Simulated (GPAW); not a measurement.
## Core-hole calculation of the Li K edge in LiHF2 (R-3m)

Aim: the near-edge shape at the Li K edge of LiHF2 (R-3m), and what the core hole does to it.

Method: X-ray absorption from dipole matrix elements to empty bands, plane-wave PAW LDA, in GPAW 26.7.0.

Report form: the programs' logs are mostly left out.

## 1. Starting point

Symmetry: R-3m, No. 166, trigonal system. The conventional cell has a = 2.934 Å, b = 2.934 Å, c = 13.100 Å, α = 90.00°, β = 90.00°, γ = 120.00°. F has 1 H at 1.14 Å and 3 Li at 1.99 Å nearest. Nearest to Li lie 6 F at 1.99 Å. Nearest to H lie 2 F at 1.14 Å. Farther neighbours and most contacts between anions are not listed.

Structure file:

```xyz
4
Lattice="1.4670 0.8470 4.3667 -1.4670 0.8470 4.3667 0.0000 -1.6939 4.3667" Properties=species:S:1:pos:R:3 pbc="T T T"
F     0.0000    0.0000    7.6858
F     0.0000    0.0000    5.4143
Li    0.0000    0.0000    0.0000
H     0.0000    0.0000    6.5500
```

## 2. Ground state of the crystal

The ground state comes first: it tells whether the system has a gap, which decides how the excited electron is treated.

scf.py reads:

```python
import numpy as np
from ase import Atoms
from ase.parallel import parprint, paropen
from gpaw import GPAW, PW, FermiDirac, Mixer, MixerDif, setup_paths
from gpaw.test import gen
setup_paths.insert(0, '.')
gen('Li', name='nch1s', xcname='LDA', corehole=(1, 0, 0), write_xml=True)
from gpaw.mpi import world
world.barrier()

atoms = Atoms('F2LiH',
    cell=[[1.46698359, 0.84696337, 4.36668872],
     [-1.46698359, 0.84696337, 4.36668872],
     [0, -1.69392674, 4.36668872]],
    scaled_positions=[[0.58669812, 0.58669812, 0.58669812],
     [0.41330188, 0.41330188, 0.41330188],
     [0, 0, 0],
     [0.5, 0.5, 0.5]],
    pbc=True)
atoms.calc = calc = GPAW(legacy_gpaw=True, mode=PW(500), xc='LDA', setups={2: 'nch1s'},
    kpts={'size': (10, 10, 10), 'gamma': True}, occupations=FermiDirac(0.05),
    charge=0, mixer=Mixer(0.1, 5, 50), maxiter=150,
    convergence={'density': 0.0001}, txt='scf.txt')
energy = atoms.get_potential_energy() + calc.get_reference_energy()
ef = calc.get_fermi_level()
out = dict(energy=energy, fermi=ef, forces=atoms.get_forces().tolist())
parprint(f'all-electron energy {energy:.4f} eV, Fermi level {ef:.4f} eV')
ev = np.array([[calc.get_eigenvalues(k, s) for k in range(len(calc.get_ibz_k_points()))] for s in range(calc.get_number_of_spins())])
out['homo'], out['lumo'], out['counts'] = ev[ev < ef].max(), ev[ev > ef].min(), sorted(set((ev < ef).sum((0, 2)).tolist()))
out['filled'] = (ev[:, 0] < ef).sum(1).tolist()
import json
with paropen('out.json', 'w') as f:
    json.dump(out, f)
```

Started as:

```console
> OMP_NUM_THREADS=1 mpirun -n 4 gpaw python scf.py
```

Run time: 14 s. Hardware: 4 MPI ranks of Arm Neoverse V1, shared host; peak memory 0.19 GiB; 54 s of CPU time.

The mesh shows a gap of 8.06 eV, so the hole is first treated in a charged cell, without the excited electron.

## 3. Spectrum without a core hole, Li atom 3

This cheap baseline ignores the attraction of the hole: it shows the absorber's empty states as they are in the ground state. The data set with a hole of occupation 0 only carries the core orbital.

The absorber has 6 F at 1.99 Å (octahedral, site symmetry -3m).

xas.py reads:

```python
import numpy as np
from ase import Atoms
from ase.parallel import parprint, paropen
from gpaw import GPAW, PW, FermiDirac, Mixer, MixerDif, setup_paths
from gpaw.test import gen
setup_paths.insert(0, '.')
gen('Li', name='nch1s', xcname='LDA', corehole=(1, 0, 0), write_xml=True)
from gpaw.mpi import world
world.barrier()

atoms = Atoms('F2LiH',
    cell=[[1.46698359, 0.84696337, 4.36668872],
     [-1.46698359, 0.84696337, 4.36668872],
     [0, -1.69392674, 4.36668872]],
    scaled_positions=[[0.58669812, 0.58669812, 0.58669812],
     [0.41330188, 0.41330188, 0.41330188],
     [0, 0, 0],
     [0.5, 0.5, 0.5]],
    pbc=True)
atoms.calc = calc = GPAW(legacy_gpaw=True, mode=PW(500), xc='LDA', setups={2: 'nch1s'},
    kpts={'size': (10, 10, 10), 'gamma': True}, occupations=FermiDirac(0.02),
    charge=0, mixer=Mixer(0.1, 5, 50), maxiter=150,
    convergence={'density': 0.0001}, txt='scf.txt')
energy = atoms.get_potential_energy() + calc.get_reference_energy()
ef = calc.get_fermi_level()
out = dict(energy=energy, fermi=ef, forces=atoms.get_forces().tolist())
parprint(f'all-electron energy {energy:.4f} eV, Fermi level {ef:.4f} eV')
ev = np.array([[calc.get_eigenvalues(k, s) for k in range(len(calc.get_ibz_k_points()))] for s in range(calc.get_number_of_spins())])
out['homo'], out['lumo'], out['counts'] = ev[ev < ef].max(), ev[ev > ef].min(), sorted(set((ev < ef).sum((0, 2)).tolist()))
out['filled'] = (ev[:, 0] < ef).sum(1).tolist()

from ase.units import Ha
from gpaw.xas import dipole_matrix_elements
nb = int(calc.get_number_of_electrons() / 2) + 23
top = nb
nscf = calc.fixed_density(kpts={'size': (9, 9, 9), 'gamma': True},
    convergence={'eigenstates': 1.0}, txt='nscf.txt')
nscf.diagonalize_full_hamiltonian(nbands=nb)
cell = atoms.cell.array
ops = [cell.T @ U.T @ np.linalg.inv(cell.T) for U in nscf.wfs.kd.symmetry.op_scc]
filled = [8]  # bands filled in the ground state, by spin
E = np.arange(-25, 34, 0.1)
fwhm = np.interp(E, [4, 25], [0.9, 3.5])
Y, X, zero, highest = 0, 0, 1e9, 1e9
for spin in range(nscf.get_number_of_spins()):
    wfs = nscf.wfs
    A = dipole_matrix_elements(wfs.setups[2])
    eps = np.zeros((wfs.kd.nibzkpts, nb))
    d = np.zeros((3, A.shape[1], wfs.kd.nibzkpts, nb), complex)
    for kpt in wfs.kpt_u:
        if kpt.s == spin and 2 in kpt.P_ani:
            eps[kpt.k] = kpt.eps_n * Ha
            d[:, :, kpt.k] = (kpt.weight * wfs.nspins / 2) ** 0.5 * np.inner(A, kpt.P_ani[2])
    world.sum(eps)
    world.sum(d)
    T = np.einsum('amkn,bmkn->abkn', d, d.conj()).real
    T = sum(np.einsum('ai,ijkn,bj->abkn', R, T, R) for R in ops) / len(ops)
    empty = np.ones_like(eps, bool) & (np.arange(nb) >= filled[spin])
    zero, highest = min(zero, eps[empty].min()), min(highest, eps[:, top - 1].min())
    lines = [(eps, T, empty)] if spin == 0 else lines + [(eps, T, empty)]
for eps, T, empty in lines:
    f = np.einsum('aakn->akn', T).reshape(3, -1)
    x = eps.ravel() - zero
    w = np.interp(x, E, fwhm) / 2.35482
    g = np.exp(-0.5 * ((E[:, None] - x) / w) ** 2) / (w * (2 * np.pi) ** 0.5)
    Y = Y + (f * empty.ravel()) @ g.T
    X = X + (f * ~empty.ravel()) @ g.T
out.update(E=E.round(2).tolist(), xas=Y.tolist(), xes=X.tolist(), zero=zero, valid=highest - zero, nk=len(eps), nb=nb)
for i in range(0, len(E), 10):
    parprint(f'{E[i]:7.2f}', *(f'{v:10.3e}' for v in Y[:, i]))
import json
with paropen('out.json', 'w') as f:
    json.dump(out, f)
```

Started as:

```console
> OMP_NUM_THREADS=1 mpirun -n 4 gpaw python xas.py
```

Elapsed: 59 s, on 4 MPI ranks; peak memory 0.28 GiB; 3.9 min of CPU time.

The Li K spectrum, Li atom 3, no core hole (energy from the lowest empty level; intensity scaled to a mean of 1 over the first 20 eV; polarised curves are means over the symmetry-equivalent atoms):

| E (eV) | isotropic | ε ⊥ c | ε ∥ c |
| --- | --- | --- | --- |
| -2.0 | 0.00 | 0.00 | 0.00 |
| -1.4 | 0.00 | 0.00 | 0.00 |
| -0.8 | 0.00 | 0.00 | 0.00 |
| -0.2 | 0.00 | 0.00 | 0.00 |
| 0.4 | 0.02 | 0.01 | 0.05 |
| 1.0 | 0.08 | 0.04 | 0.16 |
| 1.6 | 0.12 | 0.08 | 0.21 |
| 2.2 | 0.17 | 0.15 | 0.21 |
| 2.8 | 0.23 | 0.23 | 0.22 |
| 3.4 | 0.36 | 0.42 | 0.24 |
| 4.0 | 0.42 | 0.45 | 0.36 |
| 4.6 | 0.57 | 0.50 | 0.70 |
| 5.2 | 0.83 | 0.73 | 1.04 |
| 5.8 | 1.17 | 1.14 | 1.21 |
| 6.4 | 1.02 | 1.00 | 1.07 |
| 7.0 | 0.96 | 0.84 | 1.19 |
| 7.6 | 1.39 | 1.10 | 1.97 |
| 8.2 | 1.54 | 1.20 | 2.21 |
| 8.8 | 1.22 | 1.01 | 1.65 |
| 9.4 | 1.20 | 1.06 | 1.48 |
| 10.0 | 1.95 | 1.87 | 2.10 |
| 10.6 | 3.27 | 3.46 | 2.87 |
| 11.2 | 4.18 | 4.82 | 2.91 |
| 11.8 | 3.66 | 4.43 | 2.11 |
| 12.4 | 2.19 | 2.67 | 1.25 |
| 13.0 | 1.09 | 1.24 | 0.80 |
| 13.6 | 0.69 | 0.72 | 0.63 |
| 14.2 | 0.59 | 0.61 | 0.55 |
| 14.8 | 0.53 | 0.55 | 0.50 |
| 15.4 | 0.47 | 0.47 | 0.47 |
| 16.0 | 0.42 | 0.41 | 0.45 |
| 16.6 | 0.40 | 0.37 | 0.44 |
| 17.2 | 0.40 | 0.37 | 0.46 |
| 17.8 | 0.43 | 0.37 | 0.53 |
| 18.4 | 0.47 | 0.39 | 0.62 |
| 19.0 | 0.52 | 0.42 | 0.73 |
| 19.6 | 0.56 | 0.43 | 0.80 |
| 20.2 | 0.56 | 0.44 | 0.82 |
| 20.8 | 0.55 | 0.43 | 0.79 |
| 21.4 | 0.52 | 0.41 | 0.74 |
| 22.0 | 0.49 | 0.39 | 0.69 |
| 22.6 | 0.47 | 0.38 | 0.66 |
| 23.2 | 0.46 | 0.37 | 0.64 |
| 23.8 | 0.46 | 0.37 | 0.64 |
| 24.4 | 0.46 | 0.38 | 0.62 |
| 25.0 | 0.47 | 0.42 | 0.59 |
| 25.6 | 0.49 | 0.46 | 0.53 |
| 26.2 | 0.50 | 0.51 | 0.48 |
| 26.8 | 0.51 | 0.56 | 0.42 |
| 27.4 | 0.51 | 0.58 | 0.38 |
| 28.0 | 0.50 | 0.58 | 0.35 |
| 28.6 | 0.47 | 0.54 | 0.33 |
| 29.2 | 0.42 | 0.47 | 0.32 |
| 29.8 | 0.37 | 0.39 | 0.31 |
| 30.4 | 0.31 | 0.32 | 0.30 |
| 31.0 | 0.27 | 0.26 | 0.29 |
| 31.6 | 0.24 | 0.22 | 0.27 |

Main maxima below 24 eV (height): 5.9 eV (1.18), 8.0 eV (1.56), 11.3 eV (4.21) and 20.1 eV (0.57). A K edge sees empty p states on the absorber.

The same matrix elements for filled bands give the Li K emission of Li atom 3 (ground-state approximation; energy from the lowest empty level, largest value 1):

| E (eV) | emission |
| --- | --- |
| -24.00 | 0.00 |
| -23.25 | 0.00 |
| -22.50 | 0.00 |
| -21.75 | 0.00 |
| -21.00 | 0.00 |
| -20.25 | 0.00 |
| -19.50 | 0.00 |
| -18.75 | 0.00 |
| -18.00 | 0.00 |
| -17.25 | 0.00 |
| -16.50 | 0.00 |
| -15.75 | 0.00 |
| -15.00 | 0.00 |
| -14.25 | 0.02 |
| -13.50 | 0.23 |
| -12.75 | 0.18 |
| -12.00 | 0.01 |
| -11.25 | 0.04 |
| -10.50 | 0.43 |
| -9.75 | 0.80 |
| -9.00 | 0.96 |
| -8.25 | 0.35 |
| -7.50 | 0.02 |
| -6.75 | 0.00 |
| -6.00 | 0.00 |
| -5.25 | 0.00 |
| -4.50 | 0.00 |
| -3.75 | 0.00 |
| -3.00 | 0.00 |
| -2.25 | 0.00 |
| -1.50 | 0.00 |
| -0.75 | 0.00 |
| 0.00 | 0.00 |
| 0.75 | 0.00 |
| 1.50 | 0.00 |
| 2.25 | 0.00 |
| 3.00 | 0.00 |

Emission maxima: -13.2 eV (0.29) and -9.2 eV (1.00).

## 4. Reference energy of the supercell

The photon energy needs a difference of total energies, so the cell and mesh of the coming hole run are first run without a hole.

scf.py reads:

```python
import numpy as np
from ase import Atoms
from ase.parallel import parprint, paropen
from gpaw import GPAW, PW, FermiDirac, Mixer, MixerDif, setup_paths
from gpaw.test import gen
setup_paths.insert(0, '.')
gen('Li', name='nch1s', xcname='LDA', corehole=(1, 0, 0), write_xml=True)
from gpaw.mpi import world
world.barrier()

atoms = Atoms('F14Li7H7',
    cell=[[4.40095076, -0.84696337, -4.36668872],
     [-2.93396717, -3.38785348, -4.36668872],
     [-1.46698359, 4.23481685, -4.36668872]],
    scaled_positions=[[0.41330188, 0.41330188, 0.41330188],
     [0.55615902, 0.98473045, 0.69901617],
     [0.98473045, 0.69901617, 0.55615902],
     [0.69901617, 0.55615902, 0.98473045],
     [0.12758759, 0.27044474, 0.84187331],
     [0.84187331, 0.12758759, 0.27044474],
     [0.27044474, 0.84187331, 0.12758759],
     [0.58669812, 0.58669812, 0.58669812],
     [0.72955526, 0.15812669, 0.87241241],
     [0.15812669, 0.87241241, 0.72955526],
     [0.87241241, 0.72955526, 0.15812669],
     [0.30098383, 0.44384098, 0.01526955],
     [0.01526955, 0.30098383, 0.44384098],
     [0.44384098, 0.01526955, 0.30098383],
     [0, 0, 0],
     [0.14285714, 0.57142857, 0.28571429],
     [0.57142857, 0.28571429, 0.14285714],
     [0.28571429, 0.14285714, 0.57142857],
     [0.71428571, 0.85714286, 0.42857143],
     [0.42857143, 0.71428571, 0.85714286],
     [0.85714286, 0.42857143, 0.71428571],
     [0.5, 0.5, 0.5],
     [0.64285714, 0.07142857, 0.78571429],
     [0.07142857, 0.78571429, 0.64285714],
     [0.78571429, 0.64285714, 0.07142857],
     [0.21428571, 0.35714286, 0.92857143],
     [0.92857143, 0.21428571, 0.35714286],
     [0.35714286, 0.92857143, 0.21428571]],
    pbc=True)
atoms.calc = calc = GPAW(legacy_gpaw=True, mode=PW(500), xc='LDA', setups={14: 'nch1s'},
    kpts={'size': (3, 3, 3), 'gamma': True}, occupations=FermiDirac(0.02),
    charge=0, mixer=Mixer(0.1, 5, 50), maxiter=150,
    convergence={'density': 0.0001}, txt='scf.txt')
energy = atoms.get_potential_energy() + calc.get_reference_energy()
ef = calc.get_fermi_level()
out = dict(energy=energy, fermi=ef, forces=atoms.get_forces().tolist())
parprint(f'all-electron energy {energy:.4f} eV, Fermi level {ef:.4f} eV')
ev = np.array([[calc.get_eigenvalues(k, s) for k in range(len(calc.get_ibz_k_points()))] for s in range(calc.get_number_of_spins())])
out['homo'], out['lumo'], out['counts'] = ev[ev < ef].max(), ev[ev > ef].min(), sorted(set((ev < ef).sum((0, 2)).tolist()))
out['filled'] = (ev[:, 0] < ef).sum(1).tolist()
import json
with paropen('out.json', 'w') as f:
    json.dump(out, f)
```

Started as:

```console
> OMP_NUM_THREADS=1 mpirun -n 4 gpaw python scf.py
```

Run time: 54 s. Hardware: 4 MPI ranks; peak memory 0.37 GiB.

Reference energy: -39403.601 eV with the cores included.

## 5. Spectrum with FCH, Li atom 3

The holes are 6.3 Å apart. In GPAW the data set carries the hole's charge, so charge=0 means a charged cell and charge=-1 a neutral one. The excited electron is left out and a uniform background balances the charge. After the field has converged, empty bands are computed with the density fixed and the dipole matrix elements are summed.

xas.py reads:

```python
import numpy as np
from ase import Atoms
from ase.parallel import parprint, paropen
from gpaw import GPAW, PW, FermiDirac, Mixer, MixerDif, setup_paths
from gpaw.test import gen
setup_paths.insert(0, '.')
gen('Li', name='fch1s', xcname='LDA', corehole=(1, 0, 1), write_xml=True)
from gpaw.mpi import world
world.barrier()

atoms = Atoms('F14Li7H7',
    cell=[[4.40095076, -0.84696337, -4.36668872],
     [-2.93396717, -3.38785348, -4.36668872],
     [-1.46698359, 4.23481685, -4.36668872]],
    scaled_positions=[[0.41330188, 0.41330188, 0.41330188],
     [0.55615902, 0.98473045, 0.69901617],
     [0.98473045, 0.69901617, 0.55615902],
     [0.69901617, 0.55615902, 0.98473045],
     [0.12758759, 0.27044474, 0.84187331],
     [0.84187331, 0.12758759, 0.27044474],
     [0.27044474, 0.84187331, 0.12758759],
     [0.58669812, 0.58669812, 0.58669812],
     [0.72955526, 0.15812669, 0.87241241],
     [0.15812669, 0.87241241, 0.72955526],
     [0.87241241, 0.72955526, 0.15812669],
     [0.30098383, 0.44384098, 0.01526955],
     [0.01526955, 0.30098383, 0.44384098],
     [0.44384098, 0.01526955, 0.30098383],
     [0, 0, 0],
     [0.14285714, 0.57142857, 0.28571429],
     [0.57142857, 0.28571429, 0.14285714],
     [0.28571429, 0.14285714, 0.57142857],
     [0.71428571, 0.85714286, 0.42857143],
     [0.42857143, 0.71428571, 0.85714286],
     [0.85714286, 0.42857143, 0.71428571],
     [0.5, 0.5, 0.5],
     [0.64285714, 0.07142857, 0.78571429],
     [0.07142857, 0.78571429, 0.64285714],
     [0.78571429, 0.64285714, 0.07142857],
     [0.21428571, 0.35714286, 0.92857143],
     [0.92857143, 0.21428571, 0.35714286],
     [0.35714286, 0.92857143, 0.21428571]],
    pbc=True)
atoms.calc = calc = GPAW(legacy_gpaw=True, mode=PW(500), xc='LDA', setups={14: 'fch1s'},
    kpts={'size': (3, 3, 3), 'gamma': True}, occupations=FermiDirac(0.02),
    charge=0, mixer=Mixer(0.1, 5, 50), maxiter=150,
    convergence={'density': 0.0001}, txt='scf.txt')
energy = atoms.get_potential_energy() + calc.get_reference_energy()
ef = calc.get_fermi_level()
out = dict(energy=energy, fermi=ef, forces=atoms.get_forces().tolist())
parprint(f'all-electron energy {energy:.4f} eV, Fermi level {ef:.4f} eV')
ev = np.array([[calc.get_eigenvalues(k, s) for k in range(len(calc.get_ibz_k_points()))] for s in range(calc.get_number_of_spins())])
out['homo'], out['lumo'], out['counts'] = ev[ev < ef].max(), ev[ev > ef].min(), sorted(set((ev < ef).sum((0, 2)).tolist()))
out['filled'] = (ev[:, 0] < ef).sum(1).tolist()

from ase.units import Ha
from gpaw.xas import dipole_matrix_elements
nb = int(calc.get_number_of_electrons() / 2) + 138
top, nb = nb, nb + 8 + nb // 12
nscf = calc.fixed_density(kpts={'size': (4, 4, 4), 'gamma': True}, nbands=nb,
    convergence={'bands': top, 'eigenstates': 1e-5}, maxiter=60, txt='nscf.txt')
cell = atoms.cell.array
ops = [cell.T @ U.T @ np.linalg.inv(cell.T) for U in nscf.wfs.kd.symmetry.op_scc]
filled = [56]  # bands filled in the ground state, by spin
E = np.arange(-6, 34, 0.1)
fwhm = np.interp(E, [4, 25], [0.9, 3.5])
Y, X, zero, highest = 0, 0, 1e9, 1e9
for spin in range(nscf.get_number_of_spins()):
    wfs = nscf.wfs
    A = dipole_matrix_elements(wfs.setups[14])
    eps = np.zeros((wfs.kd.nibzkpts, nb))
    d = np.zeros((3, A.shape[1], wfs.kd.nibzkpts, nb), complex)
    for kpt in wfs.kpt_u:
        if kpt.s == spin and 14 in kpt.P_ani:
            eps[kpt.k] = kpt.eps_n * Ha
            d[:, :, kpt.k] = (kpt.weight * wfs.nspins / 2) ** 0.5 * np.inner(A, kpt.P_ani[14])
    world.sum(eps)
    world.sum(d)
    T = np.einsum('amkn,bmkn->abkn', d, d.conj()).real
    T = sum(np.einsum('ai,ijkn,bj->abkn', R, T, R) for R in ops) / len(ops)
    empty = np.ones_like(eps, bool) & (np.arange(nb) >= filled[spin])
    zero, highest = min(zero, eps[empty].min()), min(highest, eps[:, top - 1].min())
    lines = [(eps, T, empty)] if spin == 0 else lines + [(eps, T, empty)]
for eps, T, empty in lines:
    f = np.einsum('aakn->akn', T).reshape(3, -1)
    x = eps.ravel() - zero
    w = np.interp(x, E, fwhm) / 2.35482
    g = np.exp(-0.5 * ((E[:, None] - x) / w) ** 2) / (w * (2 * np.pi) ** 0.5)
    Y = Y + (f * empty.ravel()) @ g.T
    X = X + (f * ~empty.ravel()) @ g.T
out.update(E=E.round(2).tolist(), xas=Y.tolist(), xes=X.tolist(), zero=zero, valid=highest - zero, nk=len(eps), nb=nb)
for i in range(0, len(E), 10):
    parprint(f'{E[i]:7.2f}', *(f'{v:10.3e}' for v in Y[:, i]))
import json
with paropen('out.json', 'w') as f:
    json.dump(out, f)
```

Started as:

```console
> OMP_NUM_THREADS=1 mpirun -n 4 gpaw python xas.py
```

Elapsed: 8.4 min, on 4 MPI ranks; peak memory 0.7 GiB.

The Li K spectrum, Li atom 3, full core hole (charged cell) (energy from the lowest empty level; intensity scaled to a mean of 1 over the first 20 eV; polarised curves are means over the symmetry-equivalent atoms):

| E (eV) | isotropic | ε ⊥ c | ε ∥ c |
| --- | --- | --- | --- |
| -2.0 | 0.00 | 0.00 | 0.00 |
| -1.0 | 0.00 | 0.00 | 0.00 |
| 0.0 | 0.03 | 0.01 | 0.07 |
| 1.0 | 0.64 | 0.20 | 1.50 |
| 2.0 | 3.45 | 3.02 | 4.29 |
| 3.0 | 3.20 | 4.18 | 1.24 |
| 4.0 | 2.91 | 2.03 | 4.67 |
| 5.0 | 1.98 | 2.41 | 1.12 |
| 6.0 | 0.73 | 0.86 | 0.46 |
| 7.0 | 1.04 | 1.00 | 1.11 |
| 8.0 | 1.37 | 1.60 | 0.92 |
| 9.0 | 1.12 | 1.34 | 0.67 |
| 10.0 | 0.87 | 0.88 | 0.85 |
| 11.0 | 0.42 | 0.37 | 0.53 |
| 12.0 | 0.17 | 0.14 | 0.22 |
| 13.0 | 0.12 | 0.08 | 0.19 |
| 14.0 | 0.16 | 0.12 | 0.23 |
| 15.0 | 0.19 | 0.16 | 0.25 |
| 16.0 | 0.22 | 0.18 | 0.29 |
| 17.0 | 0.27 | 0.21 | 0.38 |
| 18.0 | 0.35 | 0.25 | 0.56 |
| 19.0 | 0.42 | 0.30 | 0.67 |
| 20.0 | 0.42 | 0.33 | 0.61 |
| 21.0 | 0.39 | 0.35 | 0.48 |
| 22.0 | 0.37 | 0.35 | 0.40 |
| 23.0 | 0.37 | 0.37 | 0.38 |
| 24.0 | 0.39 | 0.41 | 0.37 |
| 25.0 | 0.42 | 0.46 | 0.33 |
| 26.0 | 0.42 | 0.49 | 0.28 |
| 27.0 | 0.39 | 0.46 | 0.24 |
| 28.0 | 0.33 | 0.38 | 0.22 |
| 29.0 | 0.26 | 0.28 | 0.22 |
| 30.0 | 0.21 | 0.21 | 0.23 |
| 31.0 | 0.20 | 0.18 | 0.24 |
| 32.0 | 0.21 | 0.20 | 0.23 |

Main maxima below 24 eV (height): 2.5 eV (4.86), 4.1 eV (2.95), 7.8 eV (1.38) and 19.5 eV (0.43). 

The hole costs E(hole) − E(ground) = 54.67 eV, and the lowest empty level of the hole cell on the spectrum's mesh lies at 5.42 eV, which puts the zero at 60.09 eV. One term is added: -3.34 eV, since the hole is spin-paired here and a spin-polarised one costs that much less in the free atom (computed apart). The photon energy is then 56.75 eV. The tabulated edge of the element is 54.7 eV. The functional and the charged cell's background leave an error in such absolute values: in the free atom LDA prices this hole 1.0 eV below PBE (computed apart), and PBE is itself good to a few eV.

## 6. Excitation energy, Li atom 3

With the excited electron kept in the cell the system stays neutral, and the energy difference is an excitation energy by itself. In a small cell that electron takes up a good share of the lowest empty band, or all of one, which shifts the value from the true onset.

Changed against the first core-hole run: core hole to XCH, with the smearing that suits a partly filled band.

Changes to scf.py since step 4:

```diff
@@ -6,3 +6,3 @@
 setup_paths.insert(0, '.')
-gen('Li', name='nch1s', xcname='LDA', corehole=(1, 0, 0), write_xml=True)
+gen('Li', name='fch1s', xcname='LDA', corehole=(1, 0, 1), write_xml=True)
 from gpaw.mpi import world
@@ -43,5 +43,5 @@
     pbc=True)
-atoms.calc = calc = GPAW(legacy_gpaw=True, mode=PW(500), xc='LDA', setups={14: 'nch1s'},
-    kpts={'size': (3, 3, 3), 'gamma': True}, occupations=FermiDirac(0.02),
-    charge=0, mixer=Mixer(0.1, 5, 50), maxiter=150,
+atoms.calc = calc = GPAW(legacy_gpaw=True, mode=PW(500), xc='LDA', setups={14: 'fch1s'},
+    kpts={'size': (3, 3, 3), 'gamma': True}, occupations=FermiDirac(0.04),
+    charge=-1, mixer=Mixer(0.1, 5, 50), maxiter=150,
     convergence={'density': 0.0001}, txt='scf.txt')
```

Started as:

```console
> OMP_NUM_THREADS=1 mpirun -n 4 gpaw python scf.py
```

The job ended after 66 s (4 MPI ranks; peak memory 0.37 GiB).

The total-energy difference is 60.67 eV. With the free-atom term of -3.34 eV for this edge, the photon energy is 57.33 eV.

[end of part 1 of 2]

[Logs are printed without paths, hosts, clocks, repeated set-up lines and the standing remarks that a program may print on its own settings, such as how far it seeks lower states.]

[Hosts, paths, dates, database ids (printed as entryN), source tags and the programs' standing remarks are cut or masked in the printed files.]

[Lists of maxima count a maximum above −3 eV only where it reaches 4 % of the highest in the window and stands out from its surroundings by 2 % of it (1.5 % where it reaches 55 %); shoulders and weaker maxima are passed over, and of the rest the first, up to two pre-edge ones and the few strongest are named.]
